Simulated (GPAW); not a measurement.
# O K-edge XANES of SiO2 (Quartz, P3_121), part 2 of 2

What does one-electron theory with a core hole give for the O K edge of SiO2 (Quartz, P3_121)?

GPAW 26.7.0; X-ray absorption from dipole matrix elements to empty bands, plane-wave PAW PBE.

So far. Step 2 (Ground state of the crystal): The mesh shows a gap of 6.03 eV, so the hole is first treated in a charged cell, without the excited electron.

### 4. Spectrum with FCH, O atom 4

The holes are 4.9 Å apart. In GPAW the data set carries the hole's charge, so charge=0 means a charged cell and charge=-1 a neutral one. The excited electron is left out and a uniform background balances the charge. After the field has converged, empty bands are computed with the density fixed and the dipole matrix elements are summed.

The absorber has 2 Si at 1.61 Å (bent, 144°, site symmetry 1).

xas.py

```python
import numpy as np
from ase import Atoms
from ase.parallel import parprint, paropen
from gpaw import GPAW, PW, FermiDirac, Mixer, MixerDif, setup_paths
from gpaw.test import gen
setup_paths.insert(0, '.')
gen('O', name='fch1s', xcname='PBE', corehole=(1, 0, 1), write_xml=True)
from gpaw.mpi import world
world.barrier()

atoms = Atoms('Si3O6',
    cell=[[2.4579, -4.25720768, 0],
     [-2.4579, -4.25720768, 0],
     [0, 0, -5.4091]],
    scaled_positions=[[0, 0.5303, 0],
     [0.4697, 0, 0.33333333],
     [0.5303, 0.4697, 0.66666667],
     [0.5858, 0.1462, 0.54766667],
     [0.1462, 0.268, 0.21433333],
     [0.268, 0.5858, 0.881],
     [0.4142, 0.732, 0.45233333],
     [0.8538, 0.4142, 0.78566667],
     [0.732, 0.8538, 0.119]],
    pbc=True)
atoms.calc = calc = GPAW(legacy_gpaw=True, mode=PW(500), xc='PBE', setups={3: 'fch1s'},
    kpts={'size': (4, 4, 4), 'gamma': True}, occupations=FermiDirac(0.02),
    charge=0, mixer=Mixer(0.1, 5, 50), maxiter=150,
    convergence={'density': 0.0001}, txt='scf.txt')
energy = atoms.get_potential_energy() + calc.get_reference_energy()
ef = calc.get_fermi_level()
out = dict(energy=energy, fermi=ef, forces=atoms.get_forces().tolist())
parprint(f'all-electron energy {energy:.4f} eV, Fermi level {ef:.4f} eV')
ev = np.array([[calc.get_eigenvalues(k, s) for k in range(len(calc.get_ibz_k_points()))] for s in range(calc.get_number_of_spins())])
out['homo'], out['lumo'], out['counts'] = ev[ev < ef].max(), ev[ev > ef].min(), sorted(set((ev < ef).sum((0, 2)).tolist()))
out['filled'] = (ev[:, 0] < ef).sum(1).tolist()

from ase.units import Ha
from gpaw.xas import dipole_matrix_elements
nb = int(calc.get_number_of_electrons() / 2) + 70
top, nb = nb, nb + 8 + nb // 12
nscf = calc.fixed_density(kpts={'size': (5, 5, 4), 'gamma': True}, nbands=nb,
    convergence={'bands': top, 'eigenstates': 1e-5}, maxiter=60, txt='nscf.txt')
cell = atoms.cell.array
ops = [cell.T @ U.T @ np.linalg.inv(cell.T) for U in nscf.wfs.kd.symmetry.op_scc]
filled = [24]  # bands filled in the ground state, by spin
E = np.arange(-6, 34, 0.1)
fwhm = np.interp(E, [4, 25], [0.9, 3.5])
Y, X, zero, highest = 0, 0, 1e9, 1e9
for spin in range(nscf.get_number_of_spins()):
    wfs = nscf.wfs
    A = dipole_matrix_elements(wfs.setups[3])
    eps = np.zeros((wfs.kd.nibzkpts, nb))
    d = np.zeros((3, A.shape[1], wfs.kd.nibzkpts, nb), complex)
    for kpt in wfs.kpt_u:
        if kpt.s == spin and 3 in kpt.P_ani:
            eps[kpt.k] = kpt.eps_n * Ha
            d[:, :, kpt.k] = (kpt.weight * wfs.nspins / 2) ** 0.5 * np.inner(A, kpt.P_ani[3])
    world.sum(eps)
    world.sum(d)
    T = np.einsum('amkn,bmkn->abkn', d, d.conj()).real
    T = sum(np.einsum('ai,ijkn,bj->abkn', R, T, R) for R in ops) / len(ops)
    empty = np.ones_like(eps, bool) & (np.arange(nb) >= filled[spin])
    zero, highest = min(zero, eps[empty].min()), min(highest, eps[:, top - 1].min())
    lines = [(eps, T, empty)] if spin == 0 else lines + [(eps, T, empty)]
for eps, T, empty in lines:
    f = np.einsum('aakn->akn', T).reshape(3, -1)
    x = eps.ravel() - zero
    w = np.interp(x, E, fwhm) / 2.35482
    g = np.exp(-0.5 * ((E[:, None] - x) / w) ** 2) / (w * (2 * np.pi) ** 0.5)
    Y = Y + (f * empty.ravel()) @ g.T
    X = X + (f * ~empty.ravel()) @ g.T
out.update(E=E.round(2).tolist(), xas=Y.tolist(), xes=X.tolist(), zero=zero, valid=highest - zero, nk=len(eps), nb=nb)
for i in range(0, len(E), 10):
    parprint(f'{E[i]:7.2f}', *(f'{v:10.3e}' for v in Y[:, i]))
import json
with paropen('out.json', 'w') as f:
    json.dump(out, f)
```

Started as:

```sh
$ OMP_NUM_THREADS=1 mpirun -n 2 gpaw python xas.py
```

Numbers of over 12 decimals in the logs are rounded to 6 here.

Log:

```text
Input parameters:
  convergence: {density: 0.0001}
  kpts: {gamma: True,
         size: (4, 4, 4)}
  maxiter: 150
  mixer: {backend: pulay,
          beta: 0.1,
          method: separate,
          nmaxold: 5,
          weight: 50}
  mode: {ecut: 500.0,
         name: pw}
  occupations: {fixmagmom: False,
                name: fermi-dirac,
                width: 0.02}
  setups: {3: fch1s}
  xc: PBE

Initialize ...

[... PAW data sets ...]

Reference energy: -35349.347625  # eV

Spin-paired calculation

[... convergence settings ...]
Symmetries present (total): 1
  [... symmetry matrices ...]

64 k-points: 4 x 4 x 4 Monkhorst-Pack grid + [1/8,1/8,1/8]
36 k-points in the irreducible part of the Brillouin zone
       k-points in crystal coordinates                weights
   0:     0.00000000    0.00000000    0.00000000          1/64
   1:     0.00000000    0.00000000    0.25000000          2/64
   2:     0.00000000    0.00000000    0.50000000          1/64
   3:     0.00000000    0.25000000   -0.25000000          2/64
   4:     0.00000000    0.25000000    0.00000000          2/64
   5:     0.00000000    0.25000000    0.25000000          2/64
   6:     0.00000000    0.25000000    0.50000000          2/64
   7:     0.00000000    0.50000000    0.00000000          1/64
   8:     0.00000000    0.50000000    0.25000000          2/64
   9:     0.00000000    0.50000000    0.50000000          1/64
          ...
  35:     0.50000000    0.50000000    0.50000000          1/64

Wave functions: Plane wave expansion
  Cutoff energy: 500.000 eV
  Number of coefficients (min, max): 2840, 2894
  Pulay-stress correction: 0.000000 eV/Ang^3 (de/decut=0.000000)
  Using FFTW library
  Wavefunction extrapolation:
    Improved wavefunction reuse through dual PAW basis

Occupation numbers: Fermi-Dirac:
  width: 0.0200  # eV

Eigensolver
   Davidson(niter=2)

Densities:
  Coarse grid: 27*27*28 grid
  Fine grid: 54*54*56 grid
  Total Charge: 1.000000

Density mixing:
  Method: separate
  Backend: pulay
  Linear mixing parameter: 0.1
  old densities: 5
  Width of damping distribution: 1.1
  Damping of long wavelength oscillations: 50

[... Hamiltonian set-up ...]
Number of atoms: 9
Number of atomic orbitals: 36
Number of bands in calculation: 33
Number of valence electrons: 48
Bands to converge: occupied

... initialized

Initializing position-dependent things.

Density initialized from atomic densities
Creating initial wave functions:
  33 bands from LCAO basis set

          Si
             O
                 Si

          O     O
          O
             Si
           O
              O

Atomic positions and initial magnetic moments

Positions:
   0 Si    -1.303424   -2.257597    0.000000    ( 0.0000,  0.0000,  0.0000)
   1 Si     1.154476   -1.999610   -1.803033    ( 0.0000,  0.0000,  0.0000)
   2 Si     0.148949   -4.257208   -3.606067    ( 0.0000,  0.0000,  0.0000)
   3 O      1.080493   -3.116276   -2.962384    ( 0.0000,  0.0000,  0.0000)
   4 O     -0.299372   -1.763335   -1.159350    ( 0.0000,  0.0000,  0.0000)
   5 O     -0.781121   -3.634804   -4.765417    ( 0.0000,  0.0000,  0.0000)
   6 O     -0.781121   -4.879611   -2.446716    ( 0.0000,  0.0000,  0.0000)
   7 O      1.080493   -5.398139   -4.249750    ( 0.0000,  0.0000,  0.0000)
   8 O     -0.299372   -6.751080   -0.643683    ( 0.0000,  0.0000,  0.0000)

Unit cell:
           periodic     x           y           z      points  spacing
  1. axis:    yes    2.457900   -4.257208    0.000000    27     0.1577
  2. axis:    yes   -2.457900   -4.257208    0.000000    27     0.1577
  3. axis:    yes    0.000000    0.000000   -5.409100    28     0.1932

  Lengths:   4.915800   4.915800   5.409100
  Angles:   90.000000  90.000000  60.000000

Effective grid spacing dv^(1/3) = 0.1770

iter:   1   -98.486040
iter:   2   -94.137963   -1.24  -0.74
iter:   3   -88.459039   -0.75  -0.83
iter:   4   -88.512333   -2.13  -1.20
iter:   5   -88.652026   -2.02  -1.35
iter:   6   -88.624686   -2.50  -2.00
iter:   7   -88.595373   -3.36  -2.08
iter:   8   -88.593595   -3.21  -2.32
iter:   9   -88.589787c  -3.71  -2.52
iter:  10   -88.589320c  -4.78  -2.89
iter:  11   -88.589304c  -6.42  -3.33
iter:  12   -88.589285c  -6.04  -3.39
iter:  13   -88.589344c  -5.45  -3.49
iter:  14   -88.589293c  -5.53  -3.44
iter:  15   -88.589290c  -7.16  -4.03c
iter:  16   -88.589290c  -7.03  -4.32c
iter:  17   -88.589290c  -7.62c -4.35c

Converged after 17 iterations.

Dipole moment: (0.264417, 0.105123, -0.087352) |e|*Ang

Energy contributions relative to reference atoms: (reference = -35349.347625)

Kinetic:        +67.102191
Potential:      -76.699806
External:        +0.000000
XC:             -79.017137
Entropy (-ST):   -0.000000
Local:           +0.025463
SIC:             +0.000000
--------------------------
Free energy:    -88.589290
Extrapolated:   -88.589290

Showing only first 2 kpts
 Kpt  Band  Eigenvalues  Occupancy
  0    22      1.19985    2.00000
  0    23      1.35329    2.00000
  0    24      6.99479    0.00000
  0    25     10.32587    0.00000

  1    22      1.25574    2.00000
  1    23      1.47979    2.00000
  1    24      7.52885    0.00000
[...]
Fermi level: 2.19447

Gap: 5.413 eV
Transition (v -> c):
  (s=0, k=7, n=23, [0.00, 0.50, 0.00]) -> (s=0, k=0, n=24, [0.00, 0.00, 0.00])
Direct/indirect transitions are different
Direct gap: 5.641 eV
Transition at: (s=0, k=0, n=23, [0.00, 0.00, 0.00])

Forces in eV/Ang:
  0 Si    0.00886    0.10755   -0.25838
  1 Si    0.43575    3.65646    4.63612
  2 Si   -2.87577   -3.89377   -3.08067
  3 O     1.63130   -0.08554   -0.89513
  4 O     0.58093    0.03592   -1.55119
  5 O     0.54753   -0.41623    0.78408
  6 O     0.11687    0.49087   -0.10579
  7 O     0.55739    0.91765    1.12693
  8 O    -1.00176   -0.81409   -0.67097
Scalar-relativistic atomic PBE calculation for O (Oxygen, Z=8)
Core hole in 1s state (1s occupation: 1.0)
300 radial gridpoints.
|------------------------------------------------|
|------------------------------------------------|
[... the atom generator's iteration count ...]

Energy contributions:
-------------------------
Kinetic:      +54.482386
XC:            -6.221029
Potential:   -102.872811
-------------------------
Total:        -54.611454

state      eigenvalue         ekin         rmax
-----------------------------------------------
1s^1.0 :   -21.894578    30.998381        0.126
2s^2.0 :    -1.608483     4.112072        0.796
2p^4.0 :    -1.062351     3.814965        0.685
-----------------------------------------------
(units: Bohr and Hartree)

Generating PAW setup
Kinetic energy of the core from tauc = 31.023928
Cutoffs:
rc(s)=1.300
rc(p)=1.130
rc(d)=1.170
rc(vbar)=1.300
rc(comp)=1.260
rc(nct)=1.300

Kinetic energy of the core states: 30.998381
Charge: 1.0
Core electrons: 1.0
Valence electrons: 6.0
Pseudo-core charge: 0.000187
Shape function alpha=6.299
Pseudo-electron charge 5.288669
state    eigenvalue         norm
--------------------------------
2s(2) :    -1.608483     1.066038
*s    :    -0.608483
2p(4) :    -1.062351     0.789101
*p    :    -0.062351
*d    :     0.000000
--------------------------------

Diagonalizing with gridspacing h=0.050

state   all-electron     PAW
-------------------------------
2s:      -1.608483    -1.609927
2p:      -1.062351    -1.068630
*d:                   -0.061610
*f:                   -0.013338
-------------------------------
all-electron energy -35437.9369 eV, Fermi level 2.1945 eV
[...]
31.00  5.112e-05  5.806e-05  6.035e-05
  32.00  5.196e-05  5.502e-05  6.044e-05
  33.00  5.237e-05  5.216e-05  5.690e-05
```

The job ended after 2.4 min (2 MPI ranks of AMD EPYC 7R43, shared host; peak memory 0.46 GiB).

The O K spectrum, O atom 4, full core hole (charged cell) (energy from the lowest empty level; intensity scaled to a mean of 1 over the first 20 eV; polarised curves are means over the symmetry-equivalent atoms):

```csv
E (eV),isotropic,ε ⊥ c,ε ∥ c
-2.00,0.00,0.00,0.00
-1.25,0.00,0.00,0.00
-0.50,0.00,0.00,0.00
0.25,0.04,0.04,0.03
1.00,0.17,0.20,0.11
1.75,0.45,0.56,0.23
2.50,0.78,0.80,0.74
3.25,2.45,2.56,2.22
4.00,3.01,2.80,3.42
4.75,3.00,3.04,2.91
5.50,2.42,2.39,2.47
6.25,1.73,1.69,1.80
7.00,1.11,1.08,1.16
7.75,0.78,0.78,0.78
8.50,0.69,0.68,0.70
9.25,0.82,0.79,0.89
10.00,0.88,0.82,0.99
10.75,0.82,0.76,0.94
11.50,0.80,0.76,0.87
12.25,0.73,0.74,0.73
13.00,0.65,0.68,0.58
13.75,0.60,0.64,0.50
14.50,0.59,0.64,0.47
15.25,0.59,0.65,0.47
16.00,0.57,0.62,0.48
16.75,0.56,0.59,0.50
17.50,0.57,0.59,0.53
18.25,0.60,0.62,0.57
19.00,0.65,0.66,0.61
19.75,0.68,0.69,0.65
20.50,0.71,0.72,0.70
21.25,0.77,0.76,0.79
22.00,0.83,0.81,0.89
22.75,0.90,0.85,0.99
23.50,0.94,0.88,1.06
24.25,0.96,0.90,1.07
25.00,0.96,0.91,1.04
25.75,0.94,0.93,0.98
26.50,0.93,0.93,0.91
27.25,0.90,0.93,0.86
28.00,0.88,0.91,0.83
28.75,0.86,0.88,0.82
29.50,0.85,0.85,0.83
30.25,0.84,0.83,0.87
```

Main maxima below 24 eV (height): 4.6 eV (3.01) and 9.8 eV (0.88). A K edge sees empty p states on the absorber.

The hole costs E(hole) − E(ground) = 535.15 eV, and the lowest empty level of the hole cell on the spectrum's mesh lies at 6.99 eV, which puts the zero at 542.14 eV. One term is added: -8.91 eV, since the hole is spin-paired here and a spin-polarised one costs that much less in the free atom (computed apart). The photon energy is then 533.23 eV. The functional and the charged cell's background leave an error of a few eV in such absolute values.

### 5. Excitation energy, O atom 4

With the excited electron kept in the cell the system stays neutral, and the energy difference is an excitation energy by itself. In a small cell that electron takes up a good share of the lowest empty band, or all of one, which shifts the value from the true onset.

Changed against the first core-hole run: core hole to XCH, with the smearing that suits a partly filled band.

scf.py

```python
import numpy as np
from ase import Atoms
from ase.parallel import parprint, paropen
from gpaw import GPAW, PW, FermiDirac, Mixer, MixerDif, setup_paths
from gpaw.test import gen
setup_paths.insert(0, '.')
gen('O', name='fch1s', xcname='PBE', corehole=(1, 0, 1), write_xml=True)
from gpaw.mpi import world
world.barrier()

atoms = Atoms('Si3O6',
    cell=[[2.4579, -4.25720768, 0],
     [-2.4579, -4.25720768, 0],
     [0, 0, -5.4091]],
    scaled_positions=[[0, 0.5303, 0],
     [0.4697, 0, 0.33333333],
     [0.5303, 0.4697, 0.66666667],
     [0.5858, 0.1462, 0.54766667],
     [0.1462, 0.268, 0.21433333],
     [0.268, 0.5858, 0.881],
     [0.4142, 0.732, 0.45233333],
     [0.8538, 0.4142, 0.78566667],
     [0.732, 0.8538, 0.119]],
    pbc=True)
atoms.calc = calc = GPAW(legacy_gpaw=True, mode=PW(500), xc='PBE', setups={3: 'fch1s'},
    kpts={'size': (4, 4, 4), 'gamma': True}, occupations=FermiDirac(0.04),
    charge=-1, mixer=Mixer(0.1, 5, 50), maxiter=150,
    convergence={'density': 0.0001}, txt='scf.txt')
energy = atoms.get_potential_energy() + calc.get_reference_energy()
ef = calc.get_fermi_level()
out = dict(energy=energy, fermi=ef, forces=atoms.get_forces().tolist())
parprint(f'all-electron energy {energy:.4f} eV, Fermi level {ef:.4f} eV')
ev = np.array([[calc.get_eigenvalues(k, s) for k in range(len(calc.get_ibz_k_points()))] for s in range(calc.get_number_of_spins())])
out['homo'], out['lumo'], out['counts'] = ev[ev < ef].max(), ev[ev > ef].min(), sorted(set((ev < ef).sum((0, 2)).tolist()))
out['filled'] = (ev[:, 0] < ef).sum(1).tolist()
import json
with paropen('out.json', 'w') as f:
    json.dump(out, f)
```

Started as:

```sh
$ OMP_NUM_THREADS=1 mpirun -n 2 gpaw python scf.py
```

Log:

```text
Input parameters:
  charge: -1
  convergence: {density: 0.0001}
  kpts: {gamma: True,
         size: (4, 4, 4)}
  maxiter: 150
  mixer: {backend: pulay,
          beta: 0.1,
          method: separate,
          nmaxold: 5,
          weight: 50}
  mode: {ecut: 500.0,
         name: pw}
  occupations: {fixmagmom: False,
                name: fermi-dirac,
                width: 0.04}
  setups: {3: fch1s}
  xc: PBE

[...]
--------------------------------
2s(2) :    -1.608483     1.066038
*s    :    -0.608483
2p(4) :    -1.062351     0.789101
*p    :    -0.062351
*d    :     0.000000
--------------------------------

Diagonalizing with gridspacing h=0.050

state   all-electron     PAW
-------------------------------
2s:      -1.608483    -1.609927
2p:      -1.062351    -1.068630
*d:                   -0.061610
*f:                   -0.013338
-------------------------------
all-electron energy -35429.7898 eV, Fermi level 8.7527 eV
[key lines of the parts left out:]
Converged after 17 iterations.
Dipole moment: (0.208125, 0.069482, -0.053205) |e|*Ang
Free energy:    -80.447286
Fermi level: 8.75268
```

It took 39 s on 2 MPI ranks; peak memory 0.25 GiB.

The total-energy difference is 543.29 eV. With the free-atom term of -8.91 eV for this edge, the photon energy is 534.38 eV.

### 6. Results

| Quantity | Value |
| --- | --- |
| absorber and edge | O K, atom 4 of the ground-state input (counted from 1) |
| surroundings | 2 Si at 1.61 Å (bent, 144°, site symmetry 1) |
| highest intensity below 16 eV | 4.6 eV above the zero, height 3.01 |
| photon energy of the zero, with the added terms | 533.2 eV (raw 542.1 eV; uncertain by a few eV) |

In words: The O K edge of atom 4, with 2 Si at 1.61 Å (bent, 144°, site symmetry 1), has its highest intensity of the first 16 eV at 4.6 eV above the zero, near 538 eV in photon energy (uncertain by a few eV), 3.0 times the mean level of the first 20 eV (Gaussian full width 0.9 eV up to 4 eV, rising linearly to 3.5 eV at 25 eV). The neutral-cell energy lies +1.2 eV from the charged-cell zero, a gap made of the charged-cell error and of where the added electron settles. At the O K edge of atom 4 polarisation matters most near 4.1 eV, where the curves differ by 0.6 on this scale. The holes are only 4.9 Å apart, so the shape is probably not converged with cell size; no larger cell was run here. The mesh is coarse (0.30 Å⁻¹ between points), so small maxima may be mesh ripples. The structure is a published determination, not relaxed.

[Banner, clock and machine lines of the logs are left out without a mark of their own.]

[Logs are printed without paths, hosts, clocks, repeated set-up lines and the standing remarks that a program may print on its own settings, such as how far it seeks lower states.]

[Hosts, paths, dates, database ids (printed as entryN), source tags and the programs' standing remarks are cut or masked in the printed files.]

[Lists of maxima count a maximum above −3 eV only where it reaches 4 % of the highest in the window and stands out from its surroundings by 2 % of it (1.5 % where it reaches 55 %); shoulders and weaker maxima are passed over, and of the rest the first, up to two pre-edge ones and the few strongest are named.]
